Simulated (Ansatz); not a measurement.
## Bands, cutoff and cost in G0W0 for BaTiO3 (Pm-3m)

Aim: see how the G0W0 gap of BaTiO3 (Pm-3m) on LDA moves with empty bands and screening cutoff, and what each rung costs.

Main program and level: Ansatz 0.2.0; G0W0 on LDA, plane waves, PAW.

This is a report of a sequence of runs, with most program output left out.

## 1. The structure

Symmetry: Pm-3m, No. 221, cubic system. Conventional cell: a = 4.006 Å, b = 4.006 Å, c = 4.006 Å, α = 90.00°, β = 90.00°, γ = 90.00°. Nearest to Ba lie 12 O at 2.83 Å. Ti has 6 O at 2.00 Å nearest. O has 2 Ti at 2.00 Å and 4 Ba at 2.83 Å nearest. Farther neighbours and most contacts between anions are not listed.

The cell and positions come from the Crystallography Open Database and are kept as given unless a step says otherwise. Spin-orbit coupling is left out unless a step names it. The default PAW set here is soft_2. Its files were made with PBE.

## 2. 83 empty bands, screening to 69 eV

Now the one-shot GW correction: screening in the RPA, then the self-energy of the levels asked for.

Input file input.yaml:

```yaml
crystal:
  lattice:
    - [4.006, 0.0, 0.0]
    - [0.0, 4.006, 0.0]
    - [0.0, 0.0, 4.006]
  atoms:
    - { symbol: Ba, position: [0.5, 0.5, 0.5] }
    - { symbol: Ti, position: [0.0, 0.0, 0.0] }
    - { symbol: O, position: [0.5, 0.0, 0.0] }
    - { symbol: O, position: [0.0, 0.5, 0.0] }
    - { symbol: O, position: [0.0, 0.0, 0.5] }
kpoints:
  mp_grid: { grid: [4, 4, 4] }
hamiltonian:
  xc: lda
scf:
  occupations: { method: fixed }
gw:
  n_empty_bands: 83
  ecut_chi: 69
  qp_bands: [v2, c2]
  qp_kpoints: band_edges
  screening: { model: contour_deformation }
```

Launch:

```
$ ansatz run input.yaml --threads 3 --pin off --max-ram 92160MiB --backend cuda --events-out ev --progress --plain --runs-dir out --devices 1 --max-vram 13GiB  # rebuilt from the run's record
```

Run time: 8 s. Hardware: 1 × NVIDIA H100 80GB HBM3 (shared by 6 runs) with 3 threads of AMD EPYC 7R13 (Zen 3), shared host; peak memory 1 GiB.

This step gave:

* bands summed: 103
* RPA ε∞ on this mesh (eigenvalues): 7.362, 7.362, 7.362
* plane waves in the screening matrix: 81
* q-points in the mesh: 64
* G0W0 gap on the mesh: 3.238 eV
* k of the valence top: -0.5, -0.5, -0.5
* k of the conduction bottom: 0, 0, 0
* starting gap on the mesh: 1.702 eV
* Z at the valence top: 0.7134
* Z at the conduction bottom: 0.7321
* least direct G0W0 gap on the computed points: 3.318 eV

The gap on the mesh goes from 1.70 eV to 3.24 eV, a correction of +1.54 eV. The program marks an edge row as in doubt. Between the two edge states, bare exchange in place of the xc potential would open the gap by 12.86 eV, and correlation takes back 11.32 eV.

## 3. 236 empty bands, screening to 138 eV

Another rung: the empty bands reach about as high as the screening cutoff, so the two stay in balance.

input.yaml: that of step 2 with these lines changed.

```diff
@@ -18,4 +18,4 @@
 gw:
-  n_empty_bands: 83
-  ecut_chi: 69
+  n_empty_bands: 236
+  ecut_chi: 138
   qp_bands: [v2, c2]
```

The job ended after 6.6 s (1 × NVIDIA H100 80GB HBM3 (shared by 6 runs) with 3 threads; peak memory 1.2 GiB).

Numbers from this step:

- bands summed: 256
- RPA ε∞ on this mesh (eigenvalues): 7.272, 7.272, 7.272
- plane waves in the screening matrix: 251
- q-points in the mesh: 64
- G0W0 gap on the mesh: 3.215 eV
- k of the valence top: -0.5, -0.5, -0.5
- k of the conduction bottom: 0, 0, 0
- starting gap on the mesh: 1.702 eV
- Z at the valence top: 0.7053
- Z at the conduction bottom: 0.7269
- least direct G0W0 gap on the computed points: 3.326 eV

Against the run with 4×4×4 mesh, 83 empty bands, screening to 69 eV, the gap moves by −0.02 eV.

## 4. 509 empty bands, screening to 230 eV

input.yaml: that of step 3 with these lines changed.

```diff
@@ -18,4 +18,4 @@
 gw:
-  n_empty_bands: 236
-  ecut_chi: 138
+  n_empty_bands: 509
+  ecut_chi: 230.0
   qp_bands: [v2, c2]
```

Wall time 13 s (1 × NVIDIA H100 80GB HBM3 (shared by 6 runs) with 3 threads); peak memory 1.6 GiB.

Numbers from this step:

```
bands summed                                 : 529
RPA ε∞ on this mesh (eigenvalues)            : 7.256, 7.256, 7.256
plane waves in the screening matrix          : 485
G0W0 gap on the mesh                         : 3.279 eV
k of the valence top                         : -0.5, -0.5, -0.5
k of the conduction bottom                   : 0, 0, 0
starting gap on the mesh                     : 1.702 eV
least direct G0W0 gap on the computed points : 3.406 eV
```

Against the run with 4×4×4 mesh, 236 empty bands, screening to 138 eV, the gap moves by +0.06 eV.

## 5. Changing the frequency model: 4×4×4 mesh, 509 empty bands, screening to 230 eV, plasmon pole

A plasmon pole stands in for the full frequency dependence of the screening; this run shows what that costs in accuracy.

input.yaml: that of step 4 with these lines changed.

```diff
@@ -22,2 +22,2 @@
   qp_kpoints: band_edges
-  screening: { model: contour_deformation }
+  screening: { model: godby_needs }
```

It took 26 s on 1 × NVIDIA H100 80GB HBM3 (shared by 6 runs) with 3 threads; peak memory 2.3 GiB; 46 s of CPU time.

Numbers from this step:

```
bands summed                                 : 529
plasmon-pole fit frequency                   : 29.29 eV
RPA ε∞ on this mesh (eigenvalues)            : 7.256, 7.256, 7.256
plane waves in the screening matrix          : 485
G0W0 gap on the mesh                         : 3.250 eV
k of the valence top                         : -0.5, -0.5, -0.5
k of the conduction bottom                   : 0, 0, 0
starting gap on the mesh                     : 1.702 eV
least direct G0W0 gap on the computed points : 3.370 eV
```

Against the run with 4×4×4 mesh, 509 empty bands, screening to 230 eV, the gap moves by −0.03 eV.

## 6. Changing the files and raising the bands: 4×4×4 mesh, 754 empty bands, screening to 299 eV, hard PAW files

Other atomic data (hard PAW) test the pseudisation: the cutoff goes from 420 to 930 eV, with the same valence electrons. Bands and screening cutoff change too, so the step is no clean test of the files.

input.yaml, the sections that differ from step 5:

```yaml
hamiltonian:
  xc: lda
  pseudopotentials: { kind: paw, source: ansatz }
gw:
  n_empty_bands: 754
  ecut_chi: 299.0
  qp_bands: [v2, c2]
  qp_kpoints: band_edges
  screening: { model: contour_deformation }
# crystal, kpoints, scf: as in step 5
```

The job ended after 34 s (1 × NVIDIA H100 80GB HBM3 (shared by 6 runs) with 3 threads; peak memory 2.6 GiB).

This step gave:

```
bands summed                                 : 774
RPA ε∞ on this mesh (eigenvalues)            : 7.257, 7.257, 7.257
plane waves in the screening matrix          : 739
G0W0 gap on the mesh                         : 3.302 eV
k of the valence top                         : -0.5, -0.5, -0.5
k of the conduction bottom                   : 0, 0, 0
starting gap on the mesh                     : 1.697 eV
least direct G0W0 gap on the computed points : 3.438 eV
```

Against the run with 4×4×4 mesh, 509 empty bands, screening to 230 eV, the gap moves by +0.02 eV.

## 7. Side by side

Times are wall times on 1 × NVIDIA H100 80GB HBM3 (shared by 6 runs) with 3 threads of AMD EPYC 7R13 (Zen 3), shared host, good to a factor of about two.

| mesh | files | frequency | bands summed | cutoff (eV) | start (eV) | G0W0 (eV) | time | host memory (GiB) |
| --- | --- | --- | --- | --- | --- | --- | --- | --- |
| 4×4×4 | default PAW | contour deformation | 103 | 69 | 1.702 | 3.238 | 8 s | 1.0 |
| 4×4×4 | default PAW | contour deformation | 256 | 138 | 1.702 | 3.215 | 6.6 s | 1.2 |
| 4×4×4 | default PAW | contour deformation | 529 | 230 | 1.702 | 3.279 | 13 s | 1.6 |
| 4×4×4 | default PAW | plasmon pole | 529 | 230 | 1.702 | 3.250 | 26 s | 2.3 |
| 4×4×4 | hard PAW | contour deformation | 774 | 299 | 1.697 | 3.302 | 34 s | 2.6 |

How the two edges are built up, in eV (the quasiparticle level is the starting level plus Σx plus Σc less Vxc):

| run | edge | start | Σx | Σc | Vxc | Z | QP |
| --- | --- | --- | --- | --- | --- | --- | --- |
| 103 bands | valence top | 9.89 | -25.76 | 5.03 | -20.89 | 0.71 | 10.05 |
| 103 bands | conduction bottom | 11.59 | -12.59 | -6.30 | -20.59 | 0.73 | 13.29 |
| 256 bands | valence top | 9.89 | -25.76 | 4.70 | -20.89 | 0.71 | 9.72 |
| 256 bands | conduction bottom | 11.59 | -12.59 | -6.65 | -20.59 | 0.73 | 12.94 |
| 529 bands | valence top | 9.89 | -25.76 | 4.48 | -20.89 | 0.70 | 9.50 |
| 529 bands | conduction bottom | 11.59 | -12.59 | -6.80 | -20.59 | 0.72 | 12.78 |

## 8. Results

```yaml
103_bands_69_ev: 3.238 eV
256_bands_138_ev: 3.215 eV
529_bands_230_ev: 3.279 eV
mesh_and_start: 4×4×4, LDA
```

**Reading.** From 103 to 529 bands the gap moves by +0.04 eV. Σc changes by −0.55 eV at the valence top and −0.51 eV at the conduction bottom, so the levels themselves move more than the gap between them. The gap turns back along the series, so no limit is drawn from it. The plasmon-pole model gives −0.03 eV against contour deformation, 2 % of the correction, and saved no time in this program. With hard PAW files and 774 bands the gap is 3.30 eV. The 4×4×4 mesh is coarse for this cell (its supercell is 16 Å along the shortest edge). The RPA ε∞ on it, from the LDA start, is 7.26; such meshes misread the long-range screening, most where the gap is narrow. This is the ideal cubic cell; many perovskites, halides above all, are cubic only on average, and local tilts or off-centring can widen the gap. The many-body steps are scalar-relativistic: spin-orbit coupling is not in them.

[Paths, hosts, dates, memory and timing lines, banners, echoed tables and standing remarks are left out of the program output.]

[Logs are printed without paths, hosts, clocks, repeated set-up lines and the standing remarks that a program may print on its own settings, such as how far it seeks lower states.]

[Runs of the session that timed out or met a known fault of the program may be left out.]

[Cells called generated may have been cut or substituted from an entry of the Crystallography Open Database or the Materials Project.]

[Hosts, paths, dates, database ids (printed as entryN), source tags and the programs' standing remarks are cut or masked in the printed files.]
